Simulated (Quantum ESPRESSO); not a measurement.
# Near-edge structure at the C K edge of LuC2 (I4/mmm), part 2 of 2

What does one-electron theory with a core hole give for the C K edge of LuC2 (I4/mmm)?

Quantum ESPRESSO 7.5; X-ray absorption near-edge structure, plane-wave PAW LDA, one-electron final states by a Lanczos continued fraction.

So far. Step 8 (Spectrum with XCH, C atom 2): Main maxima below 24 eV (height): 1.9 eV (1.67), 5.8 eV (1.27), 7.6 eV (1.28), 13.8 eV (1.28), 17.4 eV (1.02) and 20.4 eV (0.84).  Step 8 (Spectrum with XCH, C atom 2): The total-energy difference is 286.29 eV. One term is added: -6.67 eV, since the hole is spin-paired here and a spin-polarised one costs that much less in the free atom (computed apart). The photon energy is then 279.62 eV.

## Step 11: Spectrum with XCH, other settings, C atom 2

A test of how far the spectrum depends on this setting.

Changed against the first core-hole run: k mesh from sound to coarse.

The input, xspectra.in:

```
&input_xspectra
   calculation='xanes_dipole', edge='K'
   prefix='x', outdir='tmp', xiabs=2, xe0=11.3367
   xonly_plot=.false., x_save_file='xanes.sav'
   xniter=3000, xcheck_conv=20, xerror=0.005
   xcoordcrys=.false., xepsilon(1)=1, xepsilon(2)=0, xepsilon(3)=0
/
&plot
   xnepoint=413, xemin=-10, xemax=45, terminator=.true., cut_occ_states=.true.
   xgamma=0.4
/
&pseudos
   filecore='../C.wfc'
/
&cut_occ
   cut_desmooth=0.1, cut_stepl=0.05, cut_stepu=0.05, cut_ierror=1e-5
/
3 3 3 0 0 0
```

The run is started by

```console
OMP_NUM_THREADS=1 mpirun --oversubscribe --bind-to none -np 4 xspectra.x -nk 4 -in xspectra.in > xspectra.out
```

Run time: 44 s. Hardware: 4 MPI ranks of Intel Xeon 6975P-C (Granite Rapids), shared host; peak memory 0.25 GiB; 2.9 min of CPU time.

These settings depart from the first run's and aren't meant as converged.

The scaled spectrum changes by 10 % r.m.s. Another feature, at 0.7 eV (1.74), becomes the highest below 16 eV; the one at 1.9 eV (1.67) is now at 1.7 eV (1.74).

```
E (eV)  first run  this run
  -2.0       0.08      0.09
  -0.5       0.32      0.34
   1.0       1.48      1.62
   2.5       1.39      1.29
   4.0       0.80      0.84
   5.5       1.25      1.23
   7.0       1.18      1.16
   8.5       1.00      1.01
  10.0       0.51      0.51
  11.5       0.66      0.60
  13.0       1.15      1.02
  14.5       1.01      1.11
  16.0       0.80      0.85
  17.5       1.00      0.76
  19.0       0.80      0.77
  20.5       0.83      0.90
  22.0       0.81      0.71
  23.5       0.56      0.56
  25.0       0.49      0.52
  26.5       0.50      0.44
  28.0       0.66      0.73
  29.5       0.92      0.94
  31.0       0.60      0.60
```

## Step 12: Cell without a hole, the energy reference

The cell and mesh change for the next run, so it gets a reference energy of its own.

The input, scf.in:

```
&control
   calculation='scf', prefix='x', pseudo_dir='../pp', outdir='tmp', tprnfor=.true.
/
&system
   ibrav=0, nat=3, ntyp=2, nbnd=14
   ecutwfc=43, ecutrho=400
   occupations='smearing', smearing='mv', degauss=0.015
/
&electrons
   conv_thr=3.0e-08, electron_maxstep=120
   mixing_beta=0.5
/
ATOMIC_SPECIES
Lu 1.0 Lu.lda-spdn-kjpaw.UPF
C 1.0 C.lda-n-kjpaw.UPF
CELL_PARAMETERS angstrom
  0.00000000 -3.56591200 0.00000000
  -3.56591200 0.00000000 0.00000000
  1.78295600 -1.78295600 -3.02895000
ATOMIC_POSITIONS crystal
Lu   0.00000000 0.00000000 0.00000000
C    0.39206300 0.60793700 0.21587400
C    0.60793700 0.39206300 0.78412600
K_POINTS automatic
8 8 8 0 0 0
```

The run is started by

```console
OMP_NUM_THREADS=1 mpirun --oversubscribe --bind-to none -np 4 pw.x -nk 4 -in scf.in > scf.out
```

Run time: 4.1 s. Hardware: 4 MPI ranks; peak memory 0.1 GiB.

## Step 13: Cell with XCH, C atom 2

A smaller cell brings the holes closer; here they are 3.6 Å apart.

Changed against the first core-hole run: supercell atoms from 15 to 3.

scf.in, as its differences from that of step 12:

```diff
@@ -4,3 +4,3 @@
 &system
-   ibrav=0, nat=3, ntyp=2, nbnd=14
+   ibrav=0, nat=3, ntyp=3, nbnd=14
    ecutwfc=43, ecutrho=400
@@ -14,2 +14,3 @@
 Lu 1.0 Lu.lda-spdn-kjpaw.UPF
+C0 1.0 C.lda-n-kjpaw-1sch.UPF
 C 1.0 C.lda-n-kjpaw.UPF
@@ -21,3 +22,3 @@
 Lu   0.00000000 0.00000000 0.00000000
-C    0.39206300 0.60793700 0.21587400
+C0   0.39206300 0.60793700 0.21587400
 C    0.60793700 0.39206300 0.78412600
```

The job ended after 4.3 s (4 MPI ranks; peak memory 0.1 GiB; 16 s of CPU time).

## Step 14: Spectrum with XCH, C atom 2

Changed against the first core-hole run: supercell atoms from 15 to 3.

xspectra.in, as its differences from that of step 11:

```diff
@@ -2,3 +2,3 @@
    calculation='xanes_dipole', edge='K'
-   prefix='x', outdir='tmp', xiabs=2, xe0=11.3367
+   prefix='x', outdir='tmp', xiabs=2, xe0=11.5938
    xonly_plot=.false., x_save_file='xanes.sav'
@@ -17,2 +17,2 @@
 /
-3 3 3 0 0 0
+10 10 10 0 0 0
```

The run is started by

```console
OMP_NUM_THREADS=1 mpirun --oversubscribe --bind-to none -np 4 xspectra.x -nk 4 -in xspectra.in > xspectra.out
```

It took 49 s on 4 MPI ranks; peak memory 0.13 GiB; 3.3 min of CPU time.

These settings depart from the first run's and aren't meant as converged.

The scaled spectrum changes by 24 % r.m.s. The highest intensity below 16 eV goes from 1.9 eV (1.67) to 0.9 eV (2.15).

```
E (eV)  first run  this run
  -2.0       0.08      0.10
  -0.5       0.32      0.41
   1.0       1.48      2.14
   2.5       1.39      0.66
   4.0       0.80      0.90
   5.5       1.25      1.28
   7.0       1.18      1.44
   8.5       1.00      0.87
  10.0       0.51      0.43
  11.5       0.66      0.76
  13.0       1.15      1.15
  14.5       1.01      0.79
  16.0       0.80      0.84
  17.5       1.00      0.98
  19.0       0.80      0.94
  20.5       0.83      0.82
  22.0       0.81      0.77
  23.5       0.56      0.44
  25.0       0.49      0.45
  26.5       0.50      0.57
  28.0       0.66      0.69
  29.5       0.92      0.86
  31.0       0.60      0.48
```

## Step 15: What the core hole does

Both curves are counted from their own zero, so only the shift of weight within the empty states shows.

```
E (eV)  no hole   XCH
  -2.0     0.06  0.08
  -1.0     0.12  0.17
   0.0     0.44  0.79
   1.0     0.88  1.48
   2.0     1.24  1.67
   3.0     1.32  1.01
   4.0     0.89  0.80
   5.0     0.97  1.18
   6.0     1.20  1.25
   7.0     1.30  1.18
   8.0     1.49  1.19
   9.0     1.42  0.82
  10.0     1.00  0.51
  11.0     0.60  0.51
  12.0     0.73  0.79
  13.0     0.84  1.15
  14.0     1.16  1.24
  15.0     0.90  0.85
  16.0     0.76  0.80
  17.0     0.72  0.98
  18.0     0.83  0.76
  19.0     1.03  0.80
  20.0     1.09  0.80
  21.0     1.12  0.78
  22.0     1.06  0.81
  23.0     0.99  0.66
  24.0     0.78  0.49
  25.0     0.68  0.49
  26.0     0.53  0.44
  27.0     0.61  0.54
  28.0     0.63  0.66
  29.0     0.74  0.83
  30.0     0.97  0.80
  31.0     1.02  0.60
  32.0     0.85  0.45
```

With each curve scaled to its own mean, the area from −2 to 6 eV with the hole is 7.8 against 6.4, and the centre of weight from −1 to 20 eV moves by -0.5 eV: the hole pulls the absorber's empty states down.

## Step 16: What came out

```
absorber and edge                               : C K, atom 2 of the ground-state input (counted from 1)
surroundings                                    : 1 C at 1.31 Å, 1 Lu at 2.38 Å and 4 Lu at 2.60 Å (6-fold, site symmetry 4mm)
highest intensity below 16 eV                   : 1.9 eV above the zero, height 1.67
photon energy of the zero, with the added terms : 279.6 eV (raw 286.3 eV; LDA puts this hole about 3 eV below PBE, itself good to a few eV)
```

**Reading.** The C K edge of atom 2, with 1 C at 1.31 Å, 1 Lu at 2.38 Å and 4 Lu at 2.60 Å (6-fold, site symmetry 4mm), has its highest intensity of the first 16 eV at 1.9 eV above the zero, near 282 eV in photon energy (LDA puts this hole about 3 eV below PBE, itself good to a few eV), 1.7 times the mean level of the first 20 eV (Lorentzian half width 0.4 eV). With each curve scaled to its own mean, the area from −2 to 6 eV with the hole is 7.8 against 6.4, and the centre of weight from −1 to 20 eV moves by -0.5 eV: the hole pulls the absorber's empty states down. A cell with holes 3.6 Å apart changes the curve by 24 % r.m.s. (17 % after the best shift). At the C K edge of atom 2 polarisation matters most near 1.9 eV, where the curves differ by 2.2 on this scale. Lanthanide 4f electrons are frozen in the core. The holes are only 6.1 Å apart, so the shape is probably not converged with cell size; no larger cell was run here. The structure is a computed Materials Project entry and may be a hypothetical form.

[Logs are printed without paths, hosts, clocks, repeated set-up lines and the standing remarks that a program may print on its own settings, such as how far it seeks lower states.]

[Hosts, paths, dates, database ids (printed as entryN), source tags and the programs' standing remarks are cut or masked in the printed files.]

[Lists of maxima count a maximum above −3 eV only where it reaches 4 % of the highest in the window and stands out from its surroundings by 2 % of it (1.5 % where it reaches 55 %); shoulders and weaker maxima are passed over, and of the rest the first, up to two pre-edge ones and the few strongest are named.]
